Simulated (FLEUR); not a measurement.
# Collinear magnetic orders of Nickel with FLEUR, part 2 of 2

Aim: find out whether Nickel carries moments, and which collinear order costs least.

FLEUR MaX-R8.1; PBEsol; all-electron FLAPW, Dirac cores, scalar-relativistic bands.

So far. Step 2 (Start 1: ferro +): After 17 cycles the largest moment stands at 0.646 μB. Step 3 (Run 2 (antiferro q=(0,1/2,1/2) +-)): It lies 51.3 meV a seeded atom over the first start.

## (4) Run 3 (no spin polarisation)

A spinless run gives the zero against which the gain from the moments is read.

The k list default-1 (kpts.xml, not shown) is a Γ-centred 18×18×18 mesh.

Contents of inp.xml:

```
<?xml version="1.0" encoding="UTF-8" standalone="no"?>
<fleurInput fleurInputVersion="0.39">
   <comment>
      Ni
   </comment>
   <calculationSetup>
      <cutoffs Kmax="3.6" Gmax="10.8" GmaxXC="10.8" numbands="0"/>
      <scfLoop itmax="90" minDistance="0.00002" maxIterBroyd="15" imix="Anderson" alpha="0.05" precondParam="0.0" spinf="2.0" sdNocoIR="T"/>
      <coreElectrons ctail="T" frcor="F" kcrel="1" coretail_lmax="0"/>
      <xcFunctional name="PBEs" relativisticCorrections="F"/>
      <magnetism jspins="1"/>
      <soc l_soc="F" theta="0.0" phi="0.0" spav="F"/>
      <expertModes spex="0" secvar="F"/>
      <geometryOptimization l_f="F" forcealpha="1.0" forcemix="BFGS" epsdisp="0.00001" epsforce="0.00001"/>
      <ldaU l_linMix="F" mixParam="0.05" spinf="1.0"/>
   </calculationSetup>
   <cell>
      <bzIntegration valenceElectrons="18.0" mode="hist" fermiSmearingEnergy="0.00183747">
         <kPointListSelection listName="default-1"/>
         <xi:include xmlns:xi="http://www.w3.org/2001/XInclude" href="kpts.xml"> </xi:include>
      </bzIntegration>
      <xi:include xmlns:xi="http://www.w3.org/2001/XInclude" href="sym.xml"> </xi:include>
      <bulkLattice scale="1.0">
         <bravaisMatrix>
            <row-1>    0.0000000000000000     3.3295745993471009     3.3295745993471009</row-1>
            <row-2>    3.3295745993471009     0.0000000000000000     3.3295745993471009</row-2>
            <row-3>    3.3295745993471009     3.3295745993471009     0.0000000000000000</row-3>
         </bravaisMatrix>
      </bulkLattice>
   </cell>
   <atomSpecies>
      <species name="Nickel (Ni)" element="Ni" atomicNumber="28">
         <mtSphere radius="2.3" gridPoints="761" logIncrement="0.016"/>
         <atomicCutoffs lmax="8" lnonsphr="6"/>
         <electronConfig flipSpins="F">
            <coreConfig>(1s1/2) (2s1/2) (2p1/2) (2p3/2)</coreConfig>
            <valenceConfig>(3s1/2) (3p1/2) (3p3/2) (4s1/2) (3d3/2) (3d5/2)</valenceConfig>
            <stateOccupation state="(3d3/2)" spinUp="1.600000" spinDown="1.600000"/>
            <stateOccupation state="(3d5/2)" spinUp="2.400000" spinDown="2.400000"/>
         </electronConfig>
         <energyParameters s="4" p="4" d="3" f="4"/>
         <lo type="SCLO" l="0" n="3" eDeriv="0"/>
         <lo type="SCLO" l="1" n="3" eDeriv="0"/>
      </species>
   </atomSpecies>
   <atomGroups>
      <atomGroup species="Nickel (Ni)">
         <relPos label="                   1">.0000000000 .0000000000 .0000000000</relPos>
         <force calculate="T" relaxXYZ="TTT"/>
      </atomGroup>
   </atomGroups>
   <output dos="F" band="F" slice="F">
      <bandDOS minEnergy="-.5*Htr" maxEnergy="0.5*Htr" sigma="0.015" storeEVData="T"/>
      <plotting iplot="0" polar="F">
         <plot TwoD="T" vec1="  1.0  0.0  0.0" vec2="  0.0  1.0  0.0" vec3="  0.0  0.0  1.0" zero="  0.0  0.0  0.0" file="plot"/>
      </plotting>
      <moessbauerParams electricFieldGradient="F" isomerShift="T" coreHyperfine="T" valenceHyperfine="T"/>
   </output>
</fleurInput>
```

Contents of crystal.txt:

```
Ni
&input film=F cartesian=F /
0.00000000000  1.76193500000  1.76193500000
1.76193500000  0.00000000000  1.76193500000
1.76193500000  1.76193500000  0.00000000000
1.8897261246
1.0 1.0 1.0

1
28 0.00000000000  0.00000000000  0.00000000000

&kpt div1=18 div2=18 div3=18 gamma=T /
```

Run with:

```bash
$ OMP_NUM_THREADS=1 inpgen -f crystal.txt > inpgen.log  # inp.xml is then edited as shown
$ OMP_NUM_THREADS=1 mpirun -n 4 fleur_MPI > fleur.log
```

The program printed:

```text
[banner, memory and clock lines left out]
Welcome to FLEUR        (www.flapw.de)
      MaX-Release 8.1          (www.max-centre.eu)

 ========== k-point set info ==========
 Selected k-point list: default-1
 k-point list type: mesh
 0 x 0 x 0
 Number of k points: 196

 [... set-up left out ...]
 Iteration:     1   Distance:       9.40527479 me/bohr^3
 Iteration:     2   Distance:       8.89023329 me/bohr^3
 Iteration:     3   Distance:       4.98508091 me/bohr^3
 Iteration:     4   Distance:       0.78636387 me/bohr^3
 Iteration:     5   Distance:       0.79861043 me/bohr^3
[...]
<FermiEnergy value="0.3056355835" units="Htr"/>
         [... left out ...]
         <totalEnergy value="    -1519.5514578290" units="Htr">
            <sumOfEigenvalues value="     -871.8195458677">
               <coreElectrons value="-855.0540523803"/>
               <valenceElectrons value="-16.7654934874"/>
            </sumOfEigenvalues>
         [... left out ...]
            <freeEnergy value="-1519.5524977044"/>
            <extrapolationTo0K value="-1519.5519777667"/>
         </totalEnergy>
         <densityConvergence units="me/bohr^3">
            <chargeDensity spin="1" distance="0.0000137106"/>
         </densityConvergence>
      </iteration>
```

The job ended after 6.5 s (4 MPI ranks of Arm Neoverse N1, shared host; peak memory 0.2 GiB).

Read from the output:

| Item | Value |
| --- | --- |
| free energy | -41349.1299 eV |
| program's band gap on this mesh (in a metal only a level spacing) | 0.005090 eV |
| final state | non-magnetic (no spin polarisation) |

It lies 51.3 meV a seeded atom over the first start.

## (5) The states side by side

Free energies are divided by the number of seeded atoms, so that cells of unlike size compare. Wavevectors q in the names are fractions of the primitive cell's reciprocal vectors.

Orders:

```csv
start,final state,typed order kept,energy over the lowest (meV a seeded atom),largest sphere moment (μB),net moment (μB a primitive cell),mesh matched,CPU time (s)
ferro +,ferromagnetic,yes,0,0.6455,0.6188,yes,50.13
"antiferro q=(0,1/2,1/2) +-",non-magnetic,no,51.3,0,0,yes,2053
no spin polarisation,non-magnetic,-,51.3,0,0,yes,24.56
```

## (6) Spin–orbit coupling, moments along [001]

Spin–orbit coupling ties the spins to the lattice and lets orbital moments form.

A new self-consistent run of the start ferro +, with the moments along z.

Contents of inp.xml:

```
<?xml version="1.0" encoding="UTF-8" standalone="no"?>
<fleurInput fleurInputVersion="0.39">
   <comment>
      Ni
   </comment>
   <calculationSetup>
      <cutoffs Kmax="3.6" Gmax="10.8" GmaxXC="10.8" numbands="38"/>
      <scfLoop itmax="90" minDistance="0.00002" maxIterBroyd="15" imix="Anderson" alpha="0.05" precondParam="0.0" spinf="2.0" sdNocoIR="T"/>
      <coreElectrons ctail="T" frcor="F" kcrel="1" coretail_lmax="0"/>
      <xcFunctional name="PBEs" relativisticCorrections="F"/>
      <magnetism jspins="2"/>
      <soc l_soc="T" theta="0.0" phi="0.0" spav="F"/>
      <expertModes spex="0" secvar="F"/>
      <geometryOptimization l_f="F" forcealpha="1.0" forcemix="BFGS" epsdisp="0.00001" epsforce="0.00001"/>
      <ldaU l_linMix="F" mixParam="0.05" spinf="1.0"/>
   </calculationSetup>
   <cell>
      <bzIntegration valenceElectrons="18.0" mode="hist" fermiSmearingEnergy="0.00183747">
         <kPointListSelection listName="default-1"/>
         <xi:include xmlns:xi="http://www.w3.org/2001/XInclude" href="kpts.xml"> </xi:include>
      </bzIntegration>
      <xi:include xmlns:xi="http://www.w3.org/2001/XInclude" href="sym.xml"> </xi:include>
      <bulkLattice scale="1.0">
         <bravaisMatrix>
            <row-1>    0.0000000000000000     3.3295745993471009     3.3295745993471009</row-1>
            <row-2>    3.3295745993471009     0.0000000000000000     3.3295745993471009</row-2>
            <row-3>    3.3295745993471009     3.3295745993471009     0.0000000000000000</row-3>
         </bravaisMatrix>
      </bulkLattice>
   </cell>
   <atomSpecies>
      <species name="Nickel (Ni1.000" element="Ni" atomicNumber="28">
         <mtSphere radius="2.3" gridPoints="761" logIncrement="0.016"/>
         <atomicCutoffs lmax="8" lnonsphr="6"/>
         <electronConfig flipSpins="F">
            <coreConfig>(1s1/2) (2s1/2) (2p1/2) (2p3/2)</coreConfig>
            <valenceConfig>(3s1/2) (3p1/2) (3p3/2) (4s1/2) (3d3/2) (3d5/2)</valenceConfig>
            <stateOccupation state="(3d3/2)" spinUp="1.6" spinDown="1.6"/>
            <stateOccupation state="(3d5/2)" spinUp="2.9" spinDown="1.9"/>
         </electronConfig>
         <energyParameters s="4" p="4" d="3" f="4"/>
         <lo type="SCLO" l="0" n="3" eDeriv="0"/>
         <lo type="SCLO" l="1" n="3" eDeriv="0"/>
      </species>
   </atomSpecies>
   <atomGroups>
      <atomGroup species="Nickel (Ni1.000">
         <relPos label="                   1">.0000000000 .0000000000 .0000000000</relPos>
         <force calculate="T" relaxXYZ="TTT"/>
      </atomGroup>
   </atomGroups>
   <output dos="F" band="F" slice="F">
      <bandDOS minEnergy="-.5*Htr" maxEnergy="0.5*Htr" sigma="0.015" storeEVData="T"/>
      <plotting iplot="0" polar="F">
         <plot TwoD="T" vec1="  1.0  0.0  0.0" vec2="  0.0  1.0  0.0" vec3="  0.0  0.0  1.0" zero="  0.0  0.0  0.0" file="plot"/>
      </plotting>
      <moessbauerParams electricFieldGradient="F" isomerShift="T" coreHyperfine="T" valenceHyperfine="T"/>
   </output>
</fleurInput>
```

Contents of crystal.txt:

```
Ni
&input film=F cartesian=F /
0.00000000000  1.76193500000  1.76193500000
1.76193500000  0.00000000000  1.76193500000
1.76193500000  1.76193500000  0.00000000000
1.8897261246
1.0 1.0 1.0

1
28 0.00000000000  0.00000000000  0.00000000000 : 1.000

&soc 0.0000000 0.0000000 /
&kpt div1=18 div2=18 div3=18 gamma=T /
```

The program printed:

```text
[banner, memory and clock lines left out]
Welcome to FLEUR        (www.flapw.de)
      MaX-Release 8.1          (www.max-centre.eu)

 ========== k-point set info ==========
 Selected k-point list: default-1
 k-point list type: mesh
 18 x 18 x 18
 Number of k points: 780

 [... set-up left out ...]
 Iteration:     1   Distance:       9.18595381 me/bohr^3
 Iteration:     2   Distance:       8.86790030 me/bohr^3
 Iteration:     3   Distance:       2.69085923 me/bohr^3
 Iteration:     4   Distance:       2.09642795 me/bohr^3
 Iteration:     5   Distance:       3.41502397 me/bohr^3
 Iteration:     6   Distance:       0.88905612 me/bohr^3
 Iteration:     7   Distance:       0.93527762 me/bohr^3
 Iteration:     8   Distance:       0.13951156 me/bohr^3
 Iteration:     9   Distance:       0.16357913 me/bohr^3
 Iteration:    10   Distance:       0.04511336 me/bohr^3
 Iteration:    11   Distance:       0.03831716 me/bohr^3
 Iteration:    12   Distance:       0.00846280 me/bohr^3
 Iteration:    13   Distance:       0.00168541 me/bohr^3
 Iteration:    14   Distance:       0.00108265 me/bohr^3
 Iteration:    15   Distance:       0.00004522 me/bohr^3
 Iteration:    16   Distance:       0.00004238 me/bohr^3
 Iteration:    17   Distance:       0.00002650 me/bohr^3
 Iteration:    18   Distance:       0.00000638 me/bohr^3

 ********************************************************************
 Run finished successfully
 Stop message:
   all done
 ********************************************************************

--- out.xml (last complete iteration) ---
<iteration numberForCurrentRun="   18" overallNumber="   18">
         [... left out ...]
         <bandgap value="0.0000000000" units="eV"/>
         <sumValenceSingleParticleEnergies value="-16.7835485701" units="Htr"/>
         <FermiEnergy value="0.3126444035" units="Htr"/>
         [... left out ...]
         <magneticMomentsInMTSpheres units="muBohr">
            <globalMagMoment atomType="1" vec="0.00000   0.00000   0.64233"/>
         </magneticMomentsInMTSpheres>
         <orbitalMomentsInMTSpheres units="muBohr">
            <globalMagMoment atomType="1" vec="0.00000   0.00000   0.04756"/>
         </orbitalMomentsInMTSpheres>
         [... left out ...]
         <totalEnergy value="    -1519.5547738727" units="Htr">
            <sumOfEigenvalues value="     -871.8454253615">
               <coreElectrons value="-855.0618767914"/>
               <valenceElectrons value="-16.7835485701"/>
            </sumOfEigenvalues>
         [... left out ...]
            <freeEnergy value="-1519.5552876771"/>
            <extrapolationTo0K value="-1519.5550307749"/>
         </totalEnergy>
         <densityConvergence units="me/bohr^3">
            <chargeDensity spin="1" distance="0.0000035300"/>
            <chargeDensity spin="2" distance="0.0000035912"/>
            <overallChargeDensity distance="0.0000031606"/>
            <spinDensity distance="0.0000063816"/>
         </densityConvergence>
      </iteration>
```

Elapsed: 1.8 min, on 4 MPI ranks; peak memory 0.33 GiB.

Read from the output:

* free energy: -41349.2059 eV
* program's band gap on this mesh (in a metal only a level spacing): 0 eV
* magnetization: 0.6158 μB
* final state: ferromagnetic
* largest moment: 0.6423 μB
* orbital moment along the spin: 0.04756 μB

Orbital moment in the sphere, along the spin axis by atom:

```csv
atom,"orbital moment in the sphere, along the spin axis (μB)"
Ni1,0.0476
```

Fields along z, the direction of positive moments; semicore shells count as valence. Hyperfine fields at the nuclei:

```csv
atom,core contact (T),valence contact (T),dipolar (T),orbital (T),sum (T),density at the nucleus (e/bohr³)
Ni1,-21.03,10.21,-0.01021,4.142,-6.682,19650
```

## (7) Outcome

* lowest state found: ferromagnetic (typed ferro +)
* largest site spin moment: 0.646 μB
* next finished state: non-magnetic, 51.3 meV a seeded atom higher
* energy gained by spin polarisation: 51.3 meV a seeded atom
* hyperfine field at Ni1, along its moment: -6.68 T
* orbital moment on the atom of largest spin, along its spin (spin–orbit run): 0.0476 μB

The lowest state found is ferromagnetic, reached from the start ferro +, with moments up to 0.646 μB. 1 start left the typed pattern (a sign turned, or a seeded moment died or shrank under 0.15 μB), so such an energy belongs to the state reached, not the one typed. At Ni1 the core shells give -21.0 T and the valence and semicore s states 10.2 T along the moment, -16.8 T per μB together; orbital and dipolar parts add 4.1 T. Semilocal functionals tend to give too weak a core polarisation. On the atom of largest spin the orbital moment is almost quenched. This is the lowest of 3 finished starts, no proof of the ground state.

[Logs and program files are shortened in this print: banners, set-up blocks, solver, clock and traceback lines can be left out without a mark of their own.]

[Logs are printed without paths, hosts, clocks, repeated set-up lines and the standing remarks that a program may print on its own settings, such as how far it seeks lower states.]

[Hosts, paths, dates, database ids (printed as entryN), source tags and the programs' standing remarks are cut or masked in the printed files.]

[Where a cell is said to come from a database of computed structures, the database is the Materials Project.]
